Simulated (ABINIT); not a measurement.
# A GW chain in ABINIT: Sr2H3I (P-3m1)

Aim: the G0W0 gap of Sr2H3I (P-3m1) on LDA, step by step.

Method: LDA and many-body steps on it, plane waves, in ABINIT 10.8.3.

## Step 1: The structure

Symmetry: P-3m1, No. 164, trigonal system. Conventional cell: a = 4.243 Å, b = 4.243 Å, c = 7.683 Å, α = 90.00°, β = 90.00°, γ = 120.00°. Nearest to Sr lie 7 H at 2.47 to 2.81 Å and 3 I at 3.48 Å. H has 6 H at 2.68 Å and 6 Sr at 2.81 Å nearest. Nearest to H lie 4 Sr at 2.47 Å. Nearest to I lie 6 Sr at 3.48 Å. Farther neighbours and most contacts between anions are not listed.

As a file:

```cif
data_structure
_symmetry_space_group_name_H-M 'P 1'
_symmetry_Int_Tables_number 1
_cell_length_a 4.2427
_cell_length_b 4.2427
_cell_length_c 7.6827
_cell_angle_alpha 90.000
_cell_angle_beta 90.000
_cell_angle_gamma 120.000
_cell_volume 119.77
loop_
_atom_site_label
_atom_site_type_symbol
_atom_site_fract_x
_atom_site_fract_y
_atom_site_fract_z
_atom_site_occupancy
Sr1 Sr 0.66667 0.33333 0.67866 1
Sr2 Sr 0.33333 0.66667 0.32134 1
H3 H 0.00000 0.00000 0.50000 1
H4 H 0.66667 0.33333 0.35725 1
H5 H 0.33333 0.66667 0.64275 1
I6 I 0.00000 0.00000 0.00000 1
```

The cell and positions are those that the Materials Project relaxed with its own functionals (PBE, PBE+U or r2SCAN), kept fixed. Spin-orbit coupling is left out unless a step names it.

## Step 2: Ground state

This step: ABINIT 10.8.3; DFT, LDA, plane waves, norm-conserving pseudopotentials.

The ground-state density comes first.

run.abi

```
acell 3*1.0 Angstrom
rprim 
  4.242728767114 -0.000000000028 0.000000000000
  -2.121364383533 3.674310893702 0.000000000000
  0.000000000000 0.000000000000 7.682747430000
ntypat 3
znucl 38 1 53
natom 6
typat 1 1 2 2 2 3
xred 
  0.666666666667 0.333333333333 0.678655290000
  0.333333333333 0.666666666667 0.321344710000
  0.000000000000 0.000000000000 0.500000000000
  0.666666666667 0.333333333333 0.357251500000
  0.333333333333 0.666666666667 0.642748500000
  0.000000000000 0.000000000000 0.000000000000
pp_dirpath "pseudos"
pseudos "Sr.upf, H.upf, I.upf"
ecut 31
ngkpt 6 6 4
nshiftk 1
shiftk 0 0 0
kptopt 1
chksymbreak 0
nband 22
occopt 1
tolvrs 1e-10
nstep 60
prtwf 0
optforces 0
optstress 0
indata_prefix "in"
outdata_prefix "out"
tmpdata_prefix "tmp"
```

Launch:

```
OMP_NUM_THREADS=1 mpirun -n 4 abinit run.abi > log
```

Numbers of over 12 decimals in the logs are rounded to 6 here.

The log of the run:

```text
.Version 10.8.3 of ABINIT. v10.8.2 released Aug 2026.

 Symmetries : space group P-3 m 1 (#164); Bravais hP (primitive hexag.)
================================================================================
 Values of the parameters that define the memory need of the present run
     intxc =       0    ionmov =       0      iscf =       7    lmnmax =       6
     lnmax =       6     mgfft =      75  mpssoang =       3    mqgrid =    3639
     natom =       6  nloc_mem =       1    nspden =       1   nspinor =       1
    nsppol =       1      nsym =      12    n1xccc =    2501    ntypat =       3
    occopt =       1   xclevel =       1
-    mband =          22        mffmem =           1         mkmem =           6
       mpw =        6684          nfft =      151875          nkpt =          24
================================================================================
  Rough estimation (10% accuracy) of disk space for files :
================================================================================

--------------------------------------------------------------------------------
------------- Echo of variables that govern the present computation ------------
--------------------------------------------------------------------------------
 -outvars: echo values of preprocessed input variables --------
            acell      1.8897261259E+00  1.8897261259E+00  1.8897261259E+00 Bohr

      chksymbreak           0
             ecut      3.10000000E+01 Hartree
-          fftalg         312

              ixc       -1012
              kpt      0.00000000E+00  0.00000000E+00  0.00000000E+00
                       1.66666667E-01  0.00000000E+00  0.00000000E+00
                       3.33333333E-01  0.00000000E+00  0.00000000E+00
                       5.00000000E-01  0.00000000E+00  0.00000000E+00
                       1.66666667E-01  1.66666667E-01  0.00000000E+00
                       3.33333333E-01  1.66666667E-01  0.00000000E+00
                       3.33333333E-01  3.33333333E-01  0.00000000E+00
                       0.00000000E+00  0.00000000E+00  2.50000000E-01
                       1.66666667E-01  0.00000000E+00  2.50000000E-01
   [... 13 further rows ...]
                       3.33333333E-01  1.66666667E-01  5.00000000E-01
                       3.33333333E-01  3.33333333E-01  5.00000000E-01
         kptrlatt        6    0    0      0    6    0      0    0    4
          kptrlen      4.81055724E+01
P           mkmem           6
            natom           6
            nband          22
            ngfft          45      45      75
             nkpt          24
            nstep          60
             nsym          12
           ntypat           3
              occ      2.000000  2.000000  2.000000  2.000000  2.000000  2.000000
                       2.000000  2.000000  2.000000  2.000000  2.000000  2.000000
                       2.000000  2.000000  2.000000  0.000000  0.000000  0.000000
                       0.000000  0.000000  0.000000  0.000000
        optforces           0
        optstress           0
            prtwf           0
            rprim      4.2427287671E+00 -2.8000000000E-11  0.0000000000E+00
[...]
spgroup         164

           tolvrs      1.00000000E-10

             xred      6.6666666667E-01  3.3333333333E-01  6.7865529000E-01
[...]
znucl       38.00000    1.00000   53.00000

================================================================================

 chkinp: Checking input parameters for consistency.

================================================================================
== DATASET  1 ==================================================================
-   mpi_nproc: 4, omp_nthreads: 1 (-1 if OMP is not activated)

--- !DatasetInfo
iteration_state: {dtset: 1, }
dimensions: {natom: 6, nkpt: 24, mband: 22, nsppol: 1, nspinor: 1, nspden: 1, mpw: 6684, }
cutoff_energies: {ecut:  31.0, pawecutdg:  -1.0, }
electrons: {nelect:   3.00000000E+01, charge:   0.00000000E+00, occopt:   1.00000000E+00, tsmear:   1.00000000E-02, }

 Real(R)+Recip(G) space primitive vectors, cartesian coordinates (Bohr,Bohr^-1):
 R(1)=  8.0175954  0.0000000  0.0000000  G(1)=  0.1247257  0.0720104  0.0000000
 R(2)= -4.0087977  6.9434413  0.0000000  G(2)=  0.0000000  0.1440208  0.0000000
 R(3)=  0.0000000  0.0000000 14.5182885  G(3)=  0.0000000  0.0000000  0.0688786
 Unit cell volume ucvol=  8.0822881E+02 bohr^3
 Angles (23,13,12)=  9.00000000E+01  9.00000000E+01  1.20000000E+02 degrees

 getcut: wavevector=  0.0000  0.0000  0.0000  ngfft=  45  45  75
         ecut(hartree)=     31.000   => boxcut(ratio)=   2.03362

--- Pseudopotential description ------------------------------------------------
- Sr Generated using ONCVPSP code by D. R. Hamann
- 38.00000  10.00000  180309                  znucl, zion, pspdat
12 -1012 2 -1 1812                            pspcod,pspxc,lmax,lloc,mmax
     nproj     2     2     2
  pspatm : epsatm=   12.22067766
         --- l  ekb(1:nproj) -->
[...]
pspatm: atomic psp has been read  and splines computed

- H Generated using ONCVPSP code by D. R. Hamann
-  1.00000   1.00000  180309                  znucl, zion, pspdat
12 -1012 1 -1 1180                            pspcod,pspxc,lmax,lloc,mmax
     nproj     2     1     0
  pspatm : epsatm=    0.35439867
         --- l  ekb(1:nproj) -->
[...]
1   -0.275071
 pspatm: atomic psp has been read  and splines computed

- I Generated using ONCVPSP code by D. R. Hamann
- 53.00000   7.00000  180309                  znucl, zion, pspdat
12 -1012 2 -1 1182                            pspcod,pspxc,lmax,lloc,mmax
     nproj     2     2     2
  pspatm : epsatm=   17.18700033
         --- l  ekb(1:nproj) -->
[...]
pspatm: atomic psp has been read  and splines computed

   1.28074655E+03                                ecore*ucvol(ha*bohr**3)
--------------------------------------------------------------------------------

_setup2: Arith. and geom. avg. npw (full set) are    6664.674    6664.658

================================================================================

--- !BeginCycle
iteration_state: {dtset: 1, }
solver: {iscf: 7, nstep: 60, nline: 4, wfoptalg: 0, }
tolerances: {tolvrs: 1.00E-10, }

     iter   Etot(hartree)      deltaE(h)  residm     vres2
 ETOT  1  -83.397453093725    -8.340E+01 4.272E-02 1.419E+03
 ETOT  2  -83.471556372971    -7.410E-02 4.924E-03 3.475E+02
 ETOT  3  -83.476955791429    -5.399E-03 1.715E-03 1.186E+02
 ETOT  4  -83.479575406920    -2.620E-03 3.168E-03 1.474E+00
 ETOT  5  -83.479614954049    -3.955E-05 1.049E-03 3.887E-02
 ETOT  6  -83.479616406214    -1.452E-06 1.132E-03 8.324E-04
 ETOT  7  -83.479616455045    -4.883E-08 6.317E-04 4.729E-05
 ETOT  8  -83.479616459102    -4.057E-09 2.970E-04 1.438E-06
 ETOT  9  -83.479616459181    -7.847E-11 2.505E-04 5.941E-08
 ETOT 10  -83.479616459180     5.684E-13 2.436E-04 7.168E-10
 ETOT 11  -83.479616459186    -6.338E-12 1.501E-04 4.815E-11

 At SCF step   11       vres2   =  4.81E-11 < tolvrs=  1.00E-10 =>converged.

--- !ResultsGS
iteration_state: {dtset: 1, }
comment   : Summary of ground state results
lattice_vectors:
- [  8.0175954,  -0.0000000,   0.0000000, ]
- [ -4.0087977,   6.9434413,   0.0000000, ]
- [  0.0000000,   0.0000000,  14.5182885, ]
lattice_lengths: [   8.01760,    8.01760,   14.51829, ]
lattice_angles: [ 90.000,  90.000, 120.000, ] # degrees, (23, 13, 12)
lattice_volume:   8.0822881E+02
convergence: {deltae: -6.338E-12, res2:  4.815E-11, residm:  1.501E-04, diffor:  0.000E+00, }
etotal    :  -8.34796165E+01
entropy   :   0.00000000E+00
fermie    :   1.83529063E-01
cartesian_stress_tensor: null
pressure_GPa: null
xred      :
- [  6.6667E-01,   3.3333E-01,   6.7866E-01, Sr]
- [  3.3333E-01,   6.6667E-01,   3.2134E-01, Sr]
- [  0.0000E+00,   0.0000E+00,   5.0000E-01,  H]
- [  6.6667E-01,   3.3333E-01,   3.5725E-01,  H]
- [  3.3333E-01,   6.6667E-01,   6.4275E-01,  H]
- [  0.0000E+00,   0.0000E+00,   0.0000E+00,  I]
cartesian_forces: null
force_length_stats: {min: null, max: null, mean: null, }

 Integrated electronic density in atomic spheres:
 ------------------------------------------------
 Atom  Sphere_radius  Integrated_density
[...]
================================================================================

 ----iterations are completed or convergence reached----

 Mean square residual over all n,k,spin=   11.761E-07; max=  15.014E-05
 reduced coordinates (array xred) for    6 atoms
[...]
0.333333333333      0.666666666667      0.321344710000
       0.000000000000      0.000000000000      0.500000000000
       0.666666666667      0.333333333333      0.357251500000
       0.333333333333      0.666666666667      0.642748500000
       0.000000000000      0.000000000000      0.000000000000
 rms dE/dt=  0.0000E+00; max dE/dt=  0.0000E+00; dE/dt below (all hartree)
    1       0.000000000000      0.000000000000      0.000000000000
    2       0.000000000000      0.000000000000      0.000000000000
    3       0.000000000000      0.000000000000      0.000000000000
    4       0.000000000000      0.000000000000      0.000000000000
    5       0.000000000000      0.000000000000      0.000000000000
    6       0.000000000000      0.000000000000      0.000000000000

 cartesian coordinates (angstrom) at end:
    1      2.121364     1.224770     5.213937
    2      1.6e-11     2.449541     2.468810
    3      0.000000     0.000000     3.841374
    4      2.121364     1.224770     2.744673
    5      1.6e-11     2.449541     4.938074
    6      0.000000     0.000000     0.000000
 length scales=  1.889726125908  1.889726125908  1.889726125908 bohr
              =  1.000000000000  1.000000000000  1.000000000000 angstroms
 prteigrs : about to open file out_EIG
 Fermi (or HOMO) energy (hartree) =   0.18353   Average Vxc (hartree)=  -0.33893
 Eigenvalues (hartree) for nkpt=  24  k points:
 kpt#   1, nband= 22, wtk=  0.00694, kpt=  0.0000  0.0000  0.0000 (reduced coord)
  -1.10975   -1.10787   -0.46108   -0.44692   -0.44692   -0.44638   -0.44372   -0.44372
  -0.32258   -0.00461    0.00595    0.09116    0.09201    0.09201    0.17929    0.27809
   0.28125    0.28125    0.28392    0.28392    0.32306    0.33096
 prteigrs : prtvol=0 or 1, do not print more k-points.

--- !EnergyTerms
iteration_state     : {dtset: 1, }
comment             : Components of total free energy in Hartree
kinetic             :  2.30514456675930E+01
hartree             :  1.32474183677874E+01
xc                  : -2.16940665839057E+01
Ewald energy        : -5.73245358375589E+01
psp_core            :  1.58463362547898E+00
local_psp           : -5.44811348796805E+01
non_local_psp       :  1.21366231810994E+01
total_energy        : -8.34796164591864E+01
total_energy_eV     : -2.27159608713727E+03
band_energy         : -9.72792594262858E+00

== END DATASET(S) ==============================================================
================================================================================

 -outvars: echo values of variables after computation  --------
           etotal     -8.3479616459E+01
            nband          22
             nkpt          24
          spgroup         164
 [... the other variables as echoed above ...]

 Calculation completed.
```

The job ended after 44 s (4 MPI ranks of Arm Neoverse V1, shared host; peak memory 0.42 GiB; 3 min of CPU time).

Numbers from this step:

```
total energy               : -2271.5961 eV
gap                        : 1.753 eV
k of the valence top       : 0, 0, 0.5
k of the conduction bottom : 0.1667, 0.1667, 0.5
least direct gap           : 2.319 eV
```

The gap is indirect, with the least direct gap 0.57 eV higher.

(Continued in part 2 of 3.)

[Paths, hosts, dates, memory and timing lines, banners, echoed tables and standing remarks are left out of the program output.]

[Logs are printed without paths, hosts, clocks, repeated set-up lines and the standing remarks that a program may print on its own settings, such as how far it seeks lower states.]

[Runs of the session that timed out or met a known fault of the program may be left out.]

[Hosts, paths, dates, database ids (printed as entryN), source tags and the programs' standing remarks are cut or masked in the printed files.]

[G0W0 gaps are taken among the corrected bands and points alone; a level outside them can change the order at an edge.]

[Where Ansatz stands beside ABINIT at settings called matched, ABINIT's density can come from a denser mesh and the files from another edition; pairs whose starting gaps differed by over 0.03 eV were left out, so agreement reads better than it is.]
